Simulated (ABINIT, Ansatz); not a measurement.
# GaH3 (Pm-3m): zone-centre phonons

Which modes does GaH3 (Pm-3m) have at the zone centre?

Calculated with ABINIT 10.8.3; DFT LDA, scalar-relativistic, plane waves, HGH norm-conserving pseudopotentials.

The structure was built from a prototype and need not be the compound's stable phase.

## Step 1: The starting structure

It takes space group Pm-3m (No. 221, cubic). Conventional cell: a = 3.436 Å, b = 3.436 Å, c = 3.436 Å, α = 90.00°, β = 90.00°, γ = 90.00°. Nearest to Ga lie 6 H at 1.72 Å. Nearest to H lie 2 Ga at 1.72 Å. Farther neighbours are not listed.

Coordinates:

```cif
data_structure
_symmetry_space_group_name_H-M 'P 1'
_symmetry_Int_Tables_number 1
_cell_length_a 3.4364
_cell_length_b 3.4364
_cell_length_c 3.4364
_cell_angle_alpha 90.000
_cell_angle_beta 90.000
_cell_angle_gamma 90.000
_cell_volume 40.58
loop_
_atom_site_label
_atom_site_type_symbol
_atom_site_fract_x
_atom_site_fract_y
_atom_site_fract_z
_atom_site_occupancy
Ga1 Ga 0.00000 0.00000 0.00000 1
H2 H 0.50000 0.00000 0.00000 1
H3 H 0.00000 0.50000 0.00000 1
H4 H 0.00000 0.00000 0.50000 1
```

## Step 2: Relaxing the cell and atoms

The harmonic expansion needs vanishing forces, and a free crystal bears no stress, so cell and atoms are brought to rest. Stress is more sensitive to the basis than forces are: the last 3 Ha under the cutoff are smoothed with ecutsm, and the cutoff is raised above that of the later runs.

The starting cell comes from a relaxation made beforehand in Ansatz (LDA, PseudoDojo NC).

Input file relax.abi:

```
# relaxation
ionmov 2
optcell 2
dilatmx 1.08
ntime 40
tolmxf 1.0d-05
tolvrs 1.0d-14
prtwf 0
prtden 0
chksymtnons 0

# basis, mesh and filling
ecut 43.0
ecutsm 3.0
ixc 7
ngkpt 10 10 10
nshiftk 1
shiftk 0.0 0.0 0.0
istwfk *1
occopt 7
tsmear 0.01
nband 8
nstep 100
diemac 1000000.0
prtebands 0
prtgsr 0

# cell and atoms
acell 6.493854726 6.493854726 6.493854726
rprim 
    1.0 0.0 0.0
    0.0 1.0 0.0
    0.0 0.0 1.0
ntypat 2
znucl 31 1
natom 4
typat 1 2 2 2
xred 
    0.0 0.0 0.0
    0.5 0.0 0.0
    0.0 0.5 0.0
    0.0 0.0 0.5
pp_dirpath "./pseudo"
pseudos "Ga.hgh, H.hgh"
```

The run is started by

```sh
OMP_NUM_THREADS=1 mpirun -n 2 abinit relax.abi > relax.log
```

Numbers of over 12 decimals in the logs are rounded to 6 here.

relax.abo, the main output file:

```text
[banners, grids, parts of the stress and lines that vanish by symmetry left out]
- input  file    -> relax.abi
- output file    -> relax.abo
- root for input  files -> relaxi
[...]
Symmetries : space group Pm -3 m (#221); Bravais cP (primitive cubic)
[...]
mpw =        4697          nfft =       91125          nkpt =          56
[...]
== DATASET  1 ==================================================================
[...]
cutoff_energies: {ecut:  43.0, pawecutdg:  -1.0, }
[...]
Exchange-correlation functional for the present dataset will be:
  LDA: Perdew-Wang 92 LSD fit to Ceperley-Alder data - ixc=7
[...]
ETOT  1  -3.930076    -3.930E+00 3.003E-02 3.376E+01
 ETOT  2  -3.946646    -1.657E-02 8.998E-03 1.162E+00
 ETOT  3  -3.946702    -5.598E-05 3.723E-04 1.175E-01
 ETOT  4  -3.946706    -3.341E-06 1.013E-04 9.511E-03
 ETOT  5  -3.946706    -2.706E-07 4.563E-05 9.439E-05
[...]
At SCF step   10       vres2   =  2.87E-16 < tolvrs=  1.00E-14 =>converged.
[...]
sigma(1 1)=  9.26704421E-05  sigma(3 2)=  0.00000000E+00
  sigma(2 2)=  9.26704421E-05  sigma(3 1)=  0.00000000E+00
  sigma(3 3)=  9.26704421E-05  sigma(2 1)=  0.00000000E+00
[...]
convergence: {deltae:  1.594E-13, res2:  2.869E-16, residm:  2.367E-06, diffor: null, }
etotal    :  -3.94670587E+00
[...]
ETOT  1  -3.946889    -3.947E+00 2.018E-01 1.728E-01
[...]
At SCF step    8       vres2   =  2.79E-15 < tolvrs=  1.00E-14 =>converged.
[...]
sigma(1 1)=  7.86684614E-05  sigma(3 2)=  0.00000000E+00
  sigma(2 2)=  7.86684614E-05  sigma(3 1)=  0.00000000E+00
  sigma(3 3)=  7.86684614E-05  sigma(2 1)=  0.00000000E+00
[...]
convergence: {deltae: -8.882E-16, res2:  2.793E-15, residm:  1.063E-08, diffor: null, }
etotal    :  -3.94690110E+00
[...]
ETOT  1  -3.947028    -3.947E+00 1.856E+02 4.873E+00
[...]
At SCF step    9       vres2   =  2.43E-16 < tolvrs=  1.00E-14 =>converged.
[...]
sigma(1 1)= -3.93590701E-06  sigma(3 2)=  0.00000000E+00
  sigma(2 2)= -3.93590701E-06  sigma(3 1)=  0.00000000E+00
  sigma(3 3)= -3.93590701E-06  sigma(2 1)=  0.00000000E+00
[...]
convergence: {deltae: -5.151E-14, res2:  2.427E-16, residm:  4.702E-06, diffor: null, }
etotal    :  -3.94736265E+00
[...]
ETOT  1  -3.947363    -3.947E+00 2.016E-06 1.067E-02
[...]
At SCF step    8       vres2   =  1.32E-16 < tolvrs=  1.00E-14 =>converged.
[...]
sigma(1 1)=  1.50488447E-07  sigma(3 2)=  0.00000000E+00
  sigma(2 2)=  1.50488447E-07  sigma(3 1)=  0.00000000E+00
  sigma(3 3)=  1.50488447E-07  sigma(2 1)=  0.00000000E+00
[...]
convergence: {deltae: -1.532E-13, res2:  1.322E-16, residm:  1.141E-07, diffor: null, }
etotal    :  -3.94736367E+00
[...]
ETOT  1  -3.947364    -3.947E+00 5.544E-08 1.450E-05
[...]
ETOT  5  -3.947364     1.066E-14 1.258E-08 2.947E-12
 ETOT  6  -3.947364     4.752E-14 6.138E-09 5.040E-15
 At SCF step    6       vres2   =  5.04E-15 < tolvrs=  1.00E-14 =>converged.
[...]
sigma(1 1)=  3.51375480E-10  sigma(3 2)=  0.00000000E+00
  sigma(2 2)=  3.51375480E-10  sigma(3 1)=  0.00000000E+00
  sigma(3 3)=  3.51375480E-10  sigma(2 1)=  0.00000000E+00
[...]
convergence: {deltae:  4.752E-14, res2:  5.040E-15, residm:  6.138E-09, diffor: null, }
etotal    :  -3.94736367E+00
[...]
At Broyd/MD step   5, gradients are converged :
[...]
sigma(1 1)=  3.51375480E-10  sigma(3 2)=  0.00000000E+00
  sigma(2 2)=  3.51375480E-10  sigma(3 1)=  0.00000000E+00
  sigma(3 3)=  3.51375480E-10  sigma(2 1)=  0.00000000E+00
[...]
- sigma(1 1)=  1.03378235E-05  sigma(3 2)=  0.00000000E+00
- sigma(2 2)=  1.03378235E-05  sigma(3 1)=  0.00000000E+00
- sigma(3 3)=  1.03378235E-05  sigma(2 1)=  0.00000000E+00
[...]
fcart     -0.0000000000E+00 -0.0000000000E+00 -0.0000000000E+00
           strten      3.5137548025E-10  3.5137548025E-10  3.5137548047E-10
================================================================================

[key lines of the parts left out:]
pressure_GPa:  -1.0338E-05
Total energy (etotal) [Ha]= -3.94736366714137E+00
```

It took 3.1 min on 2 MPI ranks of Arm Neoverse N1, shared host; 6.3 min of CPU time.

Relaxation path:

```csv
step,energy less that of the first step (eV),largest force (eV/Å),volume (Å³)
1,0.0000,0.0000,40.58
2,-0.0053,0.0000,40.24
3,-0.0179,0.0000,38.48
4,-0.0179,0.0000,38.56
5,-0.0179,0.0000,38.55
```

```csv
"conventional cell, symmetrised",before,after,change
a (Å),3.436,3.378,-1.7 %
b (Å),3.436,3.378,-1.7 %
c (Å),3.436,3.378,-1.7 %
volume (Å³/atom),10.14,9.64,-5.0 %
```

The relaxed structure:

```cif
data_structure
_symmetry_space_group_name_H-M 'P 1'
_symmetry_Int_Tables_number 1
_cell_length_a 3.3782
_cell_length_b 3.3782
_cell_length_c 3.3782
_cell_angle_alpha 90.000
_cell_angle_beta 90.000
_cell_angle_gamma 90.000
_cell_volume 38.55
loop_
_atom_site_label
_atom_site_type_symbol
_atom_site_fract_x
_atom_site_fract_y
_atom_site_fract_z
_atom_site_occupancy
Ga1 Ga 0.00000 0.00000 0.00000 1
H2 H 0.50000 0.00000 0.00000 1
H3 H 0.00000 0.50000 0.00000 1
H4 H 0.00000 0.00000 0.50000 1
```

Numbers from this step:

| Item | Value |
| --- | --- |
| volume per atom | 9.638 Å³ |
| pressure | -1.03e-5 GPa |
| gap on the k-mesh | 0 eV |

The volume changes by -5.0 % from the cell with which this run began.

## Step 3: Ground state

First-order wavefunctions inherit every error of the ground state, hence the very tight tolvrs. Occupations are smeared.

Input file gs.abi:

```
# ground state
tolvrs 1.0d-16
prtden 1
prtwf 1

# basis, mesh and filling
ecut 35.0
ixc 7
ngkpt 12 12 12
nshiftk 1
shiftk 0.0 0.0 0.0
istwfk *1
occopt 7
tsmear 0.01
nband 8
nstep 100
diemac 1000000.0
prtebands 0
prtgsr 0

# cell and atoms
acell 6.383928284 6.383928284 6.383928284
rprim 
    1.0 0.0 0.0
    0.0 1.0 0.0
    0.0 0.0 1.0
ntypat 2
znucl 31 1
natom 4
typat 1 2 2 2
xred 
    0.0 0.0 0.0
    0.5 0.0 0.0
    0.0 0.5 0.0
    0.0 0.0 0.5
pp_dirpath "./pseudo"
pseudos "Ga.hgh, H.hgh"
```

The run is started by

```sh
OMP_NUM_THREADS=1 mpirun -n 2 abinit gs.abi > gs.log
```

gs.abo, the main output file:

```text
[banners, grids, parts of the stress and lines that vanish by symmetry left out]
- input  file    -> gs.abi
- output file    -> gs.abo
- root for input  files -> gsi
[...]
Symmetries : space group Pm -3 m (#221); Bravais cP (primitive cubic)
[...]
mpw =        2612          nfft =       46656          nkpt =          84
[...]
== DATASET  1 ==================================================================
[...]
cutoff_energies: {ecut:  35.0, pawecutdg:  -1.0, }
[...]
Exchange-correlation functional for the present dataset will be:
  LDA: Perdew-Wang 92 LSD fit to Ceperley-Alder data - ixc=7
[...]
ETOT  1  -3.933136    -3.933E+00 3.394E-02 1.822E+01
 ETOT  2  -3.945959    -1.282E-02 5.723E-03 5.776E-01
 ETOT  3  -3.945997    -3.714E-05 1.160E-03 6.535E-02
 ETOT  4  -3.946000    -3.542E-06 1.715E-04 4.233E-03
 ETOT  5  -3.946000    -2.181E-07 1.687E-05 3.735E-05
[...]
ETOT  9  -3.946000    -3.597E-14 1.956E-06 9.722E-14
 ETOT 10  -3.946000     6.217E-15 1.867E-06 4.299E-17
 At SCF step   10       vres2   =  4.30E-17 < tolvrs=  1.00E-16 =>converged.
[...]
sigma(1 1)=  2.43375190E-05  sigma(3 2)=  0.00000000E+00
  sigma(2 2)=  2.43375190E-05  sigma(3 1)=  0.00000000E+00
  sigma(3 3)=  2.43375190E-05  sigma(2 1)=  0.00000000E+00
[...]
convergence: {deltae:  6.217E-15, res2:  4.299E-17, residm:  1.867E-06, diffor: null, }
etotal    :  -3.94600035E+00
[...]
sigma(1 1)=  2.43375190E-05  sigma(3 2)=  0.00000000E+00
  sigma(2 2)=  2.43375190E-05  sigma(3 1)=  0.00000000E+00
  sigma(3 3)=  2.43375190E-05  sigma(2 1)=  0.00000000E+00
[...]
- sigma(1 1)=  7.16034530E-01  sigma(3 2)=  0.00000000E+00
- sigma(2 2)=  7.16034530E-01  sigma(3 1)=  0.00000000E+00
- sigma(3 3)=  7.16034530E-01  sigma(2 1)=  0.00000000E+00
[...]
fcart     -0.0000000000E+00 -0.0000000000E+00 -0.0000000000E+00
           strten      2.4337519015E-05  2.4337519015E-05  2.4337519015E-05
================================================================================

[key lines of the parts left out:]
pressure_GPa:  -7.1603E-01
```

It took 31 s on 2 MPI ranks; 61 s of CPU time.

Numbers from this step:

| Item | Value |
| --- | --- |
| pressure | -0.7160 GPa |

The cell stands at -0.72 GPa: the relaxation ran with a smoothed and higher cutoff and on another k mesh.

(Part 1 of 4 ends here.)

[Host names and launcher messages were left out of these logs when they were recorded.]

[Logs are printed without paths, hosts, clocks, repeated set-up lines and the standing remarks that a program may print on its own settings, such as how far it seeks lower states.]

[Hosts, paths, dates, database ids (printed as entryN), source tags and the programs' standing remarks are cut or masked in the printed files.]
